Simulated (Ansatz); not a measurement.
# How fast states decay through CsLaSO, part 3 of 3

Wanted: the relaxed cell of CsLaSO, its band edges and its decay constants. It is built by putting O for part of the S in the CsLaS2 structure of space group R-3m, with the volume rescaled by atomic radii. The parent structure comes from the Materials Project.

Ansatz 0.2.0; PBE DFT, plane waves, PAW files (the session's first sound run).

So far, gap on the k-mesh (eV): step 3 (band edges, PBE) 2.34; step 5 (LDA) 2.15.

The structure was built from a prototype and need not be the compound's stable phase.

**6. Complex bands at another level**

This step: LDA DFT, plane waves, PAW files; complex bands by layer matching along the plane's normal (Ansatz 0.2.0).

The complex bands at that level, over its own gap, at (0, 0) and (-0.5, -0.5).

Contents of input.yaml:

```yaml
crystal:
  lattice:
    - [4.014069488, 0.0, 0.0]
    - [2.007034744, 3.476286149, 0.0]
    - [2.007034744, -1.15876205, 7.678552496]
  atoms:
    - { symbol: Cs, position: [0.9998331, 8.345e-05, 0.00025035] }
    - { symbol: La, position: [0.0249010276, 0.4875494862, 0.4626484586] }
    - { symbol: O, position: [0.4375441748, 0.7812279126, 0.3436837378] }
    - { symbol: S, position: [0.5377216974, 0.2311391513, 0.6934174539] }
kpoints:
  mp_grid: { grid: [8, 8, 8] }
scf:
  occupations: { method: fixed }
hamiltonian:
  xc: lda
output:
  eigenvalues: true
  transmission:
    leads: [[0, 0]]
    kpoints: [[0.0, 0.0], [-0.5, -0.5]]
    e_range: [-1.0, 3.15]
    de: 0.07
```

Command:

```console
ansatz run input.yaml --threads 2 --pin off --max-ram 4096MiB --backend cpu --events-out ev --progress --plain --runs-dir out
```

Numbers of over 12 decimals in the logs are rounded to 6 here.

Output:

```text
[...]
Crystal: 4 atoms, lattice volume = 107.147 Å³
Basis set: ecut = 420 eV, 2077 PW (Γ)
Bands: 20, of which v1, the nominal top of the filled ones, is band 16 counted from 1 (15 counted from 0)
Symmetry: 6 space group operations
[...]
k-points: 65 of 512 (time reversal used)
[...]
SCF iter   1: F=—  HF=-13012.202732 eV  |F-HF|=—  |Δ(HF+E_count)|=         —  Δρ=9.97e-3  dr2=1.18e-1  ethr=1.77e-3  ⟨swp⟩=6.2  Hψ=6157  notcnv=0  defer=111
[...]
SCF iter   7: F=-13012.177991 eV  HF=-13012.177991 eV  |F-HF|=1.64e-8  |Δ(HF+E_count)|=   6.03e-7  Δρ=4.58e-6  dr2=2.97e-8  ethr=3.13e-10  ⟨swp⟩=8.6  Hψ=6899  notcnv=0
SCF 1 converged in 7 iterations: F = -13012.177991 eV  dr2 = 2.97e-8
[...]
transmission: 10 of 20 steps passed
transmission: 20 of 20 steps passed
SCF converged after 7 iterations
Free energy (F): -13012.177991 eV
[...]
Internal energy: -13012.177991 eV  (E = F + TS)
E sigma→0 (E₀):  -13012.177991 eV
Fermi energy:    6.784049 eV
[...]
--- Band table (eV; the first three rows and the last of 65) ---
  k-point 0: bands = [... 12 lower, 4.4685, 6.1064, 6.7840, 6.7840, 9.1711, 10.2771, 10.5675, 10.7470]
  k-point 1: bands = [... 12 lower, 4.4706, 6.0245, 6.7771, 6.7771, 9.1972, 10.3001, 10.6184, 10.7416]
  k-point 2: bands = [... 12 lower, 4.5423, 5.8198, 6.7604, 6.7604, 9.2327, 10.4078, 10.7315, 10.7315]
  k-point 64: bands = [... 12 lower, 5.1444, 5.7001, 5.9093, 6.0076, 9.9035, 10.2534, 10.5720, 10.6332]
--- Transmission ---
  basis      : 121 plane waves across, 10 finite elements along
  points     : 2, as listed
[...]
channels       : 0.000000e0 a spin
[...]
slowest decay  : 0.2897 /Å at (0.0000, 0.0000)
```

Elapsed: 15 s, on 2 threads of Arm Neoverse V2, shared host; peak memory 0.5 GiB.

This step gave:

* free energy: -13012.1780 eV
* level to which the leads are filled: 1.074 eV from the Fermi level
* decay constant at the filling level, zone centre: 0.2897 Å⁻¹
* decay constant at the filling level, slowest listed point: 0.2897 Å⁻¹

K parallel (0, 0); values up to 1.5 1/Å, a degenerate pair printed once or twice; energies at which all values exceed this have no row. Im kz of the slowest decaying states against energy, zero at the highest filled level on the SCF mesh:

| energy (eV) | decay 1 (Å⁻¹) | decay 2 (Å⁻¹) | decay 3 (Å⁻¹) | decay 4 (Å⁻¹) |
| --- | --- | --- | --- | --- |
| -1.00 | 0.566 | 0.931 | 1.05 | - |
| -0.79 | 0.540 | 0.916 | 1.04 | - |
| -0.58 | 0.107 | 0.502 | 0.900 | 1.02 |
| -0.37 | 0.179 | 0.442 | 0.883 | 1.00 |
| -0.16 | 0.220 | 0.319 | 0.865 | 0.986 |
| -0.02 | 0.239 | 0.853 | 0.974 | - |
| 0.05 | 0.235 | 0.247 | 0.825 | 0.870 |
| 0.26 | 0.266 | 0.410 | 0.781 | 0.875 |
| 0.47 | 0.279 | 0.478 | 0.744 | 0.873 |
| 0.68 | 0.287 | 0.518 | 0.708 | 0.867 |
| 0.89 | 0.290 | 0.546 | 0.672 | 0.859 |
| 1.10 | 0.290 | 0.565 | 0.635 | 0.850 |
| 1.24 | 0.287 | 0.575 | 0.609 | 0.843 |
| 1.45 | 0.279 | 0.567 | 0.586 | 0.827 |
| 1.66 | 0.266 | 0.521 | 0.594 | 0.802 |
| 1.87 | 0.246 | 0.469 | 0.599 | 0.775 |
| 2.08 | 0.214 | 0.404 | 0.603 | 0.747 |
| 2.29 | 0.148 | 0.312 | 0.604 | 0.716 |
| 2.50 | 0.153 | 0.605 | 0.682 | 0.761 |
| 2.71 | 0.223 | 0.612 | 0.639 | 0.743 |
| 2.92 | 0.228 | 0.605 | 0.724 | - |
| 3.13 | 0.210 | 0.582 | 0.703 | - |

K parallel (-0.5, -0.5); values up to 1.5 1/Å, a degenerate pair printed once or twice; energies at which all values exceed this have no row. The Im kz of the slowest decaying states by energy, zero at the highest filled level on the SCF mesh:

| energy (eV) | decay 1 (Å⁻¹) | decay 2 (Å⁻¹) | decay 3 (Å⁻¹) | decay 4 (Å⁻¹) |
| --- | --- | --- | --- | --- |
| -1.00 | 0.0579 | 0.185 | 0.408 | 0.827 |
| -0.86 | 0.368 | 0.400 | 0.730 | 1.31 |
| -0.65 | 0.150 | 0.364 | 0.521 | 0.622 |
| -0.51 | 0.231 | 0.307 | 0.573 | 0.582 |
| -0.37 | 0.120 | 0.282 | 0.560 | 0.601 |
| -0.16 | 0.328 | 0.337 | 0.542 | 0.617 |
| -0.02 | 0.364 | 0.422 | 0.535 | 0.620 |
| 0.19 | 0.397 | 0.510 | 0.527 | 0.617 |
| 0.33 | 0.414 | 0.522 | 0.555 | 0.613 |
| 0.47 | 0.427 | 0.517 | 0.594 | 0.608 |
| 0.68 | 0.437 | 0.510 | 0.602 | 0.646 |
| 0.82 | 0.438 | 0.504 | 0.600 | 0.680 |
| 0.96 | 0.433 | 0.498 | 0.601 | 0.714 |
| 1.17 | 0.414 | 0.488 | 0.607 | 0.770 |
| 1.31 | 0.394 | 0.481 | 0.613 | 0.814 |
| 1.45 | 0.369 | 0.473 | 0.621 | 0.869 |
| 1.66 | 0.319 | 0.460 | 0.635 | 0.988 |
| 1.80 | 0.276 | 0.450 | 0.645 | 0.956 |
| 1.94 | 0.218 | 0.439 | 0.655 | 0.882 |
| 2.15 | 0.421 | 0.672 | 0.809 | 1.12 |
| 2.29 | 0.407 | 0.684 | 0.773 | 1.10 |
| 2.50 | 0.385 | 0.706 | 0.729 | 1.05 |
| 2.64 | 0.0911 | 0.368 | 0.702 | 0.726 |
| 2.78 | 0.119 | 0.349 | 0.677 | 0.758 |
| 2.99 | 0.113 | 0.316 | 0.638 | 0.837 |
| 3.13 | 0.0757 | 0.291 | 0.611 | 0.823 |

At the listed wavevectors the last open channel is at -0.02 eV and the next at +2.15 eV on the grid. At +1.10 eV, the grid energy nearest the filling level (the middle of the gap on the SCF mesh), the slowest state at the listed wavevectors decays with κ = 0.290 Å⁻¹, its amplitude falling by e over 3.5 Å; the first such run, plane (001), gave 0.311 Å⁻¹ over as many of its listed wavevectors.

**7. A check of the settings**

This step: PBE DFT, plane waves, PAW files; complex bands by layer matching along the plane's normal; changed: scf.algorithm = "density_mixing", basis.ecutrho_ratio = 8 (Ansatz 0.2.0).

This run repeats an earlier one, its twin (the complex run, plane (001)), with two settings changed (scf.algorithm, basis.ecutrho_ratio; files written aside). It is meant to test whether the numerical route changes the result or only the time and whether the cutoff of the density is converged. Where the input is shown as a difference, that is against the step before, not the twin.

input.yaml: that of step 6 with these lines changed.

```diff
@@ -14,4 +14,5 @@
   occupations: { method: fixed }
+  algorithm: density_mixing
 hamiltonian:
-  xc: lda
+  xc: pbe
 output:
@@ -20,4 +21,6 @@
     leads: [[0, 0]]
-    kpoints: [[0.0, 0.0], [-0.5, -0.5]]
-    e_range: [-1.0, 3.15]
+    kpoints: [[0.0, 0.0], [-0.5, -0.5], [0.5, 0.0]]
+    e_range: [-1.0, 3.34]
     de: 0.07
+basis:
+  ecutrho_ratio: 8
```

Output:

```text
[...]
Crystal: 4 atoms, lattice volume = 107.147 Å³
Basis set: ecut = 420 eV, 2077 PW (Γ)
Bands: 20, of which v1, the nominal top of the filled ones, is band 16 counted from 1 (15 counted from 0)
Symmetry: 6 space group operations
[...]
k-points: 65 of 512 (time reversal used)
[...]
SCF iter   1: F=—  HF=-13396.572979 eV  |F-HF|=—  |Δ(HF+E_count)|=         —  Δρ=1.75e-3  dr2=4.59e-3  ethr=1.77e-3  ⟨swp⟩=6.0  Hψ=6017  notcnv=0  defer=108
[...]
SCF iter   7: F=-13396.573386 eV  HF=-13396.573386 eV  |F-HF|=2.08e-8  |Δ(HF+E_count)|=   7.41e-7  Δρ=3.83e-6  dr2=2.16e-8  ethr=3.13e-10  ⟨swp⟩=9.4  Hψ=7218  notcnv=0
SCF 1 converged in 7 iterations: F = -13396.573386 eV  dr2 = 2.16e-8
[...]
transmission: 10 of 30 steps passed
transmission: 20 of 30 steps passed
transmission: 30 of 30 steps passed
SCF converged after 7 iterations
Free energy (F): -13396.573386 eV
[...]
Internal energy: -13396.573386 eV  (E = F + TS)
E sigma→0 (E₀):  -13396.573386 eV
Fermi energy:    7.082319 eV
[...]
--- Band table (eV; the first three rows and the last of 65) ---
  k-point 0: bands = [... 12 lower, 4.8532, 6.4406, 7.0823, 7.0823, 9.7594, 10.6982, 11.0467, 11.1597]
  k-point 1: bands = [... 12 lower, 4.8555, 6.3653, 7.0755, 7.0755, 9.7719, 10.7335, 11.0915, 11.1543]
  k-point 2: bands = [... 12 lower, 4.9468, 6.1754, 7.0591, 7.0591, 9.7793, 10.8534, 11.1442, 11.1442]
  k-point 64: bands = [... 12 lower, 5.5351, 6.0331, 6.2273, 6.3339, 10.3787, 10.7056, 10.9959, 11.0520]
--- Transmission ---
  basis      : 121 plane waves across, 10 finite elements along
  points     : 3, as listed
[...]
channels       : 0.000000e0 a spin
[...]
slowest decay  : 0.3114 /Å at (0.0000, 0.0000)
```

Elapsed: 19 s, on 2 threads; peak memory 0.52 GiB.

This step gave:

```yaml
free_energy: -13396.5734 eV
fermi_energy: 7.082 eV
gap_on_the_k_mesh: 2.342 eV
level_to_which_the_leads_are_filled: 1.171 eV from the Fermi level
decay_constant_at_the_filling_level_zone_centre: 0.3114 Å⁻¹
decay_constant_at_the_filling_level_slowest_listed_point: 0.3114 Å⁻¹
```

K parallel (0, 0); values up to 1.5 1/Å, a degenerate pair printed once or twice; energies at which all values exceed this have no row. Im kz of the slowest decaying states against energy, zero at the highest filled level on the SCF mesh:

| energy (eV) | decay 1 (Å⁻¹) | decay 2 (Å⁻¹) | decay 3 (Å⁻¹) | decay 4 (Å⁻¹) |
| --- | --- | --- | --- | --- |
| -1.0000 | 0.564 | 0.951 | 1.07 | - |
| -0.7200 | 0.529 | 0.931 | 1.05 | - |
| -0.5100 | 0.128 | 0.486 | 0.915 | 1.03 |
| -0.2300 | 0.210 | 0.376 | 0.893 | 1.01 |
| -0.0200 | 0.246 | 0.875 | 0.990 | - |
| 0.2600 | 0.277 | 0.412 | 0.815 | 0.887 |
| 0.4700 | 0.292 | 0.481 | 0.776 | 0.887 |
| 0.7500 | 0.305 | 0.532 | 0.729 | 0.881 |
| 1.0300 | 0.311 | 0.563 | 0.681 | 0.871 |
| 1.2400 | 0.311 | 0.579 | 0.644 | 0.861 |
| 1.5200 | 0.305 | 0.591 | 0.594 | 0.837 |
| 1.7300 | 0.296 | 0.548 | 0.601 | 0.812 |
| 2.0100 | 0.277 | 0.481 | 0.606 | 0.777 |
| 2.2200 | 0.255 | 0.420 | 0.608 | 0.748 |
| 2.5000 | 0.201 | 0.300 | 0.609 | 0.706 |
| 2.7800 | 0.173 | 0.612 | 0.655 | 0.761 |
| 2.9900 | 0.220 | 0.613 | 0.742 | - |
| 3.2700 | 0.211 | 0.583 | 0.715 | - |

K parallel (-0.5, -0.5); values up to 1.5 1/Å, a degenerate pair printed once or twice; energies at which all values exceed this have no row. Table of Im kz of the slowest decaying states by energy, zero at the highest filled level on the SCF mesh:

| energy (eV) | decay 1 (Å⁻¹) | decay 2 (Å⁻¹) | decay 3 (Å⁻¹) | decay 4 (Å⁻¹) |
| --- | --- | --- | --- | --- |
| -1.00 | 0.0894 | 0.398 | 0.924 | 1.25 |
| -0.86 | 0.309 | 0.394 | 0.812 | 1.30 |
| -0.65 | 0.134 | 0.360 | 0.491 | 0.685 |
| -0.51 | 0.224 | 0.306 | 0.561 | 0.628 |
| -0.30 | 0.301 | 0.583 | 0.614 | 1.34 |
| -0.16 | 0.317 | 0.336 | 0.568 | 0.628 |
| -0.02 | 0.366 | 0.414 | 0.558 | 0.634 |
| 0.05 | 0.378 | 0.448 | 0.554 | 0.635 |
| 0.19 | 0.400 | 0.503 | 0.547 | 0.635 |
| 0.40 | 0.426 | 0.538 | 0.567 | 0.630 |
| 0.54 | 0.439 | 0.533 | 0.603 | 0.625 |
| 0.75 | 0.450 | 0.525 | 0.619 | 0.653 |
| 0.89 | 0.452 | 0.520 | 0.616 | 0.685 |
| 1.10 | 0.445 | 0.510 | 0.616 | 0.733 |
| 1.24 | 0.433 | 0.504 | 0.619 | 0.769 |
| 1.45 | 0.406 | 0.492 | 0.627 | 0.832 |
| 1.59 | 0.382 | 0.484 | 0.634 | 0.887 |
| 1.80 | 0.334 | 0.470 | 0.645 | 1.00 |
| 1.94 | 0.294 | 0.460 | 0.653 | 0.950 |
| 2.15 | 0.209 | 0.443 | 0.665 | 0.854 |
| 2.29 | 0.111 | 0.431 | 0.674 | 0.810 |
| 2.50 | 0.410 | 0.687 | 0.759 | 1.10 |
| 2.64 | 0.394 | 0.697 | 0.730 | 1.07 |
| 2.85 | 0.0873 | 0.368 | 0.690 | 0.717 |
| 2.99 | 0.111 | 0.348 | 0.664 | 0.739 |
| 3.20 | 0.0979 | 0.313 | 0.623 | 0.837 |
| 3.34 | 0.0344 | 0.285 | 0.594 | 0.821 |

K parallel (0.5, 0); values up to 1.5 1/Å, a degenerate pair printed once or twice; energies at which all values exceed this have no row. Im kz of the slowest decaying states against energy, zero at the highest filled level on the SCF mesh:

| energy (eV) | decay 1 (Å⁻¹) | decay 2 (Å⁻¹) | decay 3 (Å⁻¹) | decay 4 (Å⁻¹) |
| --- | --- | --- | --- | --- |
| -1.00 | 0.0894 | 0.398 | 0.924 | 1.25 |
| -0.86 | 0.309 | 0.394 | 0.812 | 1.30 |
| -0.65 | 0.134 | 0.360 | 0.491 | 0.685 |
| -0.51 | 0.224 | 0.306 | 0.561 | 0.628 |
| -0.30 | 0.301 | 0.583 | 0.614 | 1.34 |
| -0.16 | 0.317 | 0.336 | 0.568 | 0.628 |
| -0.02 | 0.366 | 0.414 | 0.558 | 0.634 |
| 0.05 | 0.378 | 0.448 | 0.554 | 0.635 |
| 0.19 | 0.400 | 0.503 | 0.547 | 0.635 |
| 0.40 | 0.426 | 0.538 | 0.567 | 0.630 |
| 0.54 | 0.439 | 0.533 | 0.603 | 0.625 |
| 0.75 | 0.450 | 0.525 | 0.619 | 0.653 |
| 0.89 | 0.452 | 0.520 | 0.616 | 0.685 |
| 1.10 | 0.445 | 0.510 | 0.616 | 0.733 |
| 1.24 | 0.433 | 0.504 | 0.619 | 0.769 |
| 1.45 | 0.406 | 0.492 | 0.627 | 0.832 |
| 1.59 | 0.382 | 0.484 | 0.634 | 0.887 |
| 1.80 | 0.334 | 0.470 | 0.645 | 1.00 |
| 1.94 | 0.294 | 0.460 | 0.653 | 0.950 |
| 2.15 | 0.209 | 0.443 | 0.665 | 0.854 |
| 2.29 | 0.111 | 0.431 | 0.674 | 0.810 |
| 2.50 | 0.410 | 0.687 | 0.759 | 1.10 |
| 2.64 | 0.394 | 0.697 | 0.730 | 1.07 |
| 2.85 | 0.0873 | 0.368 | 0.690 | 0.717 |
| 2.99 | 0.111 | 0.348 | 0.664 | 0.739 |
| 3.20 | 0.0979 | 0.313 | 0.623 | 0.837 |
| 3.34 | 0.0344 | 0.285 | 0.594 | 0.821 |

The energy agrees with the twin's within 2e-6 eV and the result to the printed digits, after as many cycles: the change makes no difference here.

**8. Results**

| Property | Result |
| --- | --- |
| band gap | 2.34 eV |
| least decay constant at mid-gap, normal to (001) | 0.311 Å⁻¹ |
| least decay constant, LDA | 0.290 Å⁻¹ |

**Reading.** With PBE, the slowest decay at the wavevectors tried is κ = 0.311 Å⁻¹, normal to (001). Through such a film the transmission near mid-gap falls as exp(−2κd), a factor of ten every 3.7 Å. A free electron under a barrier of half the gap would need a mass of 0.32 mₑ to decay at this rate. With LDA the gap goes from 2.34 to 2.15 eV and the decay constant, over the first 2 listed wavevectors, from 0.311 to 0.290 Å⁻¹. The compound is made up by substitution; its stability against other phases and against distortions of the cell's symmetry was not tested. A semilocal functional narrows gaps, so real decay constants are likely larger.

[Logs are printed without paths, hosts, clocks, repeated set-up lines and the standing remarks that a program may print on its own settings, such as how far it seeks lower states.]

[Hosts, paths, dates, database ids (printed as entryN), source tags and the programs' standing remarks are cut or masked in the printed files.]
